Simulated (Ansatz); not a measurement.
# Cs (Im-3m): phonon-mediated transition temperature, part 2 of 2

Aim: the phonon-mediated transition temperature of Cs (Im-3m) at ambient pressure, over a range of μ*. The cell shown first is a relaxed one, from steps not shown here.

Ansatz 0.2.0; DFT PBE, scalar-relativistic, plane waves, PAW; PAW set soft_1.

So far, log mean phonon energy ħω_log (meV): step 2 (coupling and resistivity: q 3×3×3, k 9×9×9, scattering …) 1.57; step 3 (k-mesh 12×12×12, scattering mesh 16×16×16) 1.47.

### 4. Coupling and resistivity: q 4×4×4, k 12×12×12, scattering 24×24×24

The next rung changes the q mesh, which sets the reach of the force constants and couplings; the scattering mesh, which samples the Fermi surface; the phonon self-energy between the q points, now taken in.

The input, input.yaml:

```yaml
crystal:
  lattice:
    - [-3.0795549609, 3.0795549609, 3.0795549609]
    - [3.0795549609, -3.0795549609, 3.0795549609]
    - [3.0795549609, 3.0795549609, -3.0795549609]
  atoms:
    - { symbol: Cs, position: [0.0, 0.0, 0.0] }
kpoints:
  mp_grid: { grid: [12, 12, 12] }
hamiltonian:
  xc: pbe
  pseudopotentials: { kind: paw, azcp: { folder: soft_1 } }
scf:
  occupations: { method: methfessel_paxton, width: 0.2 }
output:
  eigenvalues: true
phonons:
  method: dfpt
  qmesh: [4, 4, 4]
  temperatures: { t_max: 1000, t_step: 50 }
  qpath:
    path:
      - [[0.0, 0.0, 0.0], [0.5, -0.5, 0.5], [0.0, 0.0, 0.5], [0.0, 0.0, 0.0], [0.25, 0.25, 0.25], [0.5, -0.5, 0.5]]
      - [[0.25, 0.25, 0.25], [0.0, 0.0, 0.5]]
    npoints: 6
  electrical_resistivity:
    mesh: [24, 24, 24]
    temperatures: [20.0, 50.0, 80.0, 100.0, 150.0, 200.0, 273.0, 300.0, 400.0, 500.0, 600.0, 800.0]
  superconductivity: { mesh: [24, 24, 24] }
```

Run with:

```sh
$ ansatz run input.yaml --threads 16 --pin off --max-ram 92160MiB --backend cuda --events-out ev --progress --plain --runs-dir out --max-vram 78GiB
```

Numbers of over 12 decimals in the logs are rounded to 6 here.

The log of the run:

```text
[...]
Crystal: 1 atoms, lattice volume = 116.822 Å³
Basis set: ecut = 420 eV, 2243 PW (Γ), exchange–correlation on 72×72×72 points (8 copies of the dense FFT grid, shifted against one another)
Bands: 9, of which v1, the nominal top of the filled ones, is band 5 counted from 1 (4 counted from 0)
Symmetry: 48 space group operations
k-points: 72 of 1728
[...]
SCF iter   1: F=—  HF=-5670.916912 eV  |F-HF|=—  |Δ(HF+E_count)|=         —  Δρ=6.34e-3  dr2=3.49e-2  ethr=3.10e-3  ⟨swp⟩=5.8  Hψ=4957  notcnv=0
[...]
SCF iter   2: F=—  HF=-5670.909199 eV  |F-HF|=—  |Δ(HF+E_count)|=   7.71e-3  S|Δr|=    0.00e0  Δρ=3.49e-3  dr2=1.50e-2  ethr=3.88e-4  ⟨swp⟩=1.0  Hψ=1224  notcnv=0
[...]
SCF iter   9: F=-5670.905345 eV  HF=-5670.905345 eV  |F-HF|=3.64e-12  |Δ(HF+E_count)|=  3.71e-10  S|Δr|=    0.00e0  Δρ=4.33e-8  dr2=2.30e-12  ethr=1.00e-12  ⟨swp⟩=6.3  Hψ=3282  notcnv=0
SCF 1 converged in 9 iterations: F = -5670.905345 eV  dr2 = 2.30e-12
[...]
SCF iter   1: F=—  HF=-5670.916912 eV  |F-HF|=—  |Δ(HF+E_count)|=         —  Δρ=6.34e-3  dr2=3.49e-2  ethr=3.10e-3  ⟨swp⟩=5.8  Hψ=4957  notcnv=0
[...]
SCF iter   4: F=—  HF=-5670.905301 eV  |F-HF|=—  |Δ(HF+E_count)|=   2.61e-4  S|Δr|=    0.00e0  Δρ=1.34e-4  dr2=2.87e-5  ethr=1.26e-5  ⟨swp⟩=2.4  Hψ=936  notcnv=0
[...]
SCF 2 converged in 9 iterations: F = -5670.905345 eV  dr2 = 2.24e-12
[...]
SCF converged after 9 iterations
[...]
not converged in the mesh (the resistivity at 600 K by 2.05 %; the resistivity at 800 K by 2.40 %): between neighbouring meshes, the two finest first, λ moves by 0.45 % and 0.43 %, λ_tr by 0.86 % and 3.12 % and the resistivity by up to 2.40 % and 12.03 %; an estimate, no bound, puts it up to 9.1e-7 % above the Boltzmann equation's exact value after up to 4 iterations (at most 30 are made, fewer where the estimate is under 1.0e-6 % of each spin channel's own resistivity)
  vibrations of 64 cells: unjudged by the run; compare a larger repeat
[...]
at the force constants' own smearing the fine mesh and the k-points of their solves give squared frequencies that differ by 2.3 % of the larger at the most, at (0, 0, -0.5)
--- Superconductivity: potentials and phonons of a 4×4×4 supercell ---
           mesh         λ    ħω_log (meV)  μ* declared at (meV)
       24×24×24    0.2229           1.617                2.293
       12×12×12    0.2219           1.635                2.323
          6×6×6    0.2209           1.682                2.395
  λ by the species' shares of the modes' patterns: Cs 0.2229
[...]
0.08      0.001         0.001    none_found    none_found    none_found    none_found     none_found
      0.10      0.000         0.000    none_found    none_found    none_found    none_found     none_found
      0.12      0.000         0.000    none_found    none_found    none_found    none_found     none_found
      0.13      0.000         0.000    none_found    none_found    none_found    none_found     none_found
      0.14      0.000         0.000    none_found    none_found    none_found    none_found     none_found
      0.16      0.000         0.000    none_found    none_found    none_found    none_found     none_found
      0.20          -             -    none_found    none_found    none_found    none_found     none_found
  none_found: no transition down to 0.1 K
[...]
vibrations of 64 cells: unjudged by the run; compare a larger repeat
[...]
```

Run time: 62 s. Hardware: 1 × NVIDIA GB200 with 16 threads of Arm Neoverse V2, shared host; peak memory 10 GiB; 11 min of CPU time.

This step gave:

| Property | Result |
| --- | --- |
| zero point energy | 0.004152 eV/cell |
| resistivity at 300 K | 31.7 μΩ cm |
| coupling constant λ | 0.2229 |
| density of states at the Fermi level | 0.6716 states/eV a spin and cell |
| log mean phonon energy ħω_log | 1.617 meV |
| transport coupling constant λ_tr | 0.2727, 0.2727, 0.2727 (xx, yy, zz) |
| Drude plasma energy | 3.033, 3.033, 3.033 eV (xx, yy, zz) |
| resistivity times mean free path | 30.22, 30.22, 30.22 × 10⁻¹⁶ Ω m² (xx, yy, zz) |
| second-moment phonon energy ħω₂ | 2.293 meV |
| coupling λ by branch | 0.125, 0.041, 0.0565 (branches by rank of frequency) |

An empty cell: under 1 mK by a formula, or no transition down to the floor of the Eliashberg search. Transition temperatures:

```csv
μ*,McMillan Tc (K),Allen–Dynes Tc (K)
0.08,0.00101,0.00102
0.1,-,-
0.12,-,-
0.13,-,-
0.14,-,-
0.16,-,-
0.2,-,-
```

The Eliashberg function α²F has structure finer than the step of the table below, so its rows give means over 0.2 meV, whole bins alone (the curve runs from 0.017 to 4.36 meV). Peaks (meV: height): α²F 1.73: 0.066, 4.05: 0.168; α²F tr 1.73: 0.107, 2.69: 0.0862, 4.05: 0.147.

Eliashberg function α²F against phonon energy; means over each step:

```csv
phonon energy (meV),α²F,α²F tr
0.2,0.00107,6.5e-5
0.4,0.00521,0.00178
0.6,0.0167,0.0135
0.8,0.0458,0.0630
1.0,0.0568,0.0831
1.2,0.0576,0.0848
1.4,0.0601,0.0909
1.6,0.0640,0.101
1.8,0.0549,0.0829
2.0,0.0416,0.0539
2.2,0.0410,0.0526
2.4,0.0440,0.0573
2.6,0.0528,0.0723
2.8,0.0550,0.0708
3.0,0.0513,0.0579
3.2,0.0507,0.0509
3.4,0.0484,0.0442
3.6,0.0532,0.0442
3.8,0.0732,0.0573
4.0,0.137,0.112
4.2,0.0849,0.0675
```

### 5. Results

| Item | Value |
| --- | --- |
| meshes | q 4×4×4, k 12×12×12, scattering 24×24×24 |
| coupling constant λ | 0.223 |
| log mean phonon energy ħω_log | 1.62 meV |

What this shows: In the last run (PBE, q 4×4×4, k 12×12×12, scattering 24×24×24), with λ = 0.22 and ħω_log = 1.62 meV, Tc at μ* = 0.13 is under 1 mK by the formulas. Wikipedia's list of superconducting elements holds no transition of Cs at normal pressure, in line with the calculation. In that run Allen and Dynes's formula gives no transition above 0.05 K at μ* = 0.10 or more. The run's transport test calls it not converged in the mesh. Over the runs, λ takes the values 0.228, 0.237 and 0.223, in the order shown. μ* is a typed number, phonons are harmonic, and spin fluctuations are left out; with λ this near or under μ*(1 + 0.62 λ), the formulas give Tc only to its order of magnitude, or none.

[Logs are printed without paths, hosts, clocks, repeated set-up lines and the standing remarks that a program may print on its own settings, such as how far it seeks lower states.]

[Hosts, paths, dates, database ids (printed as entryN), source tags and the programs' standing remarks are cut or masked in the printed files.]
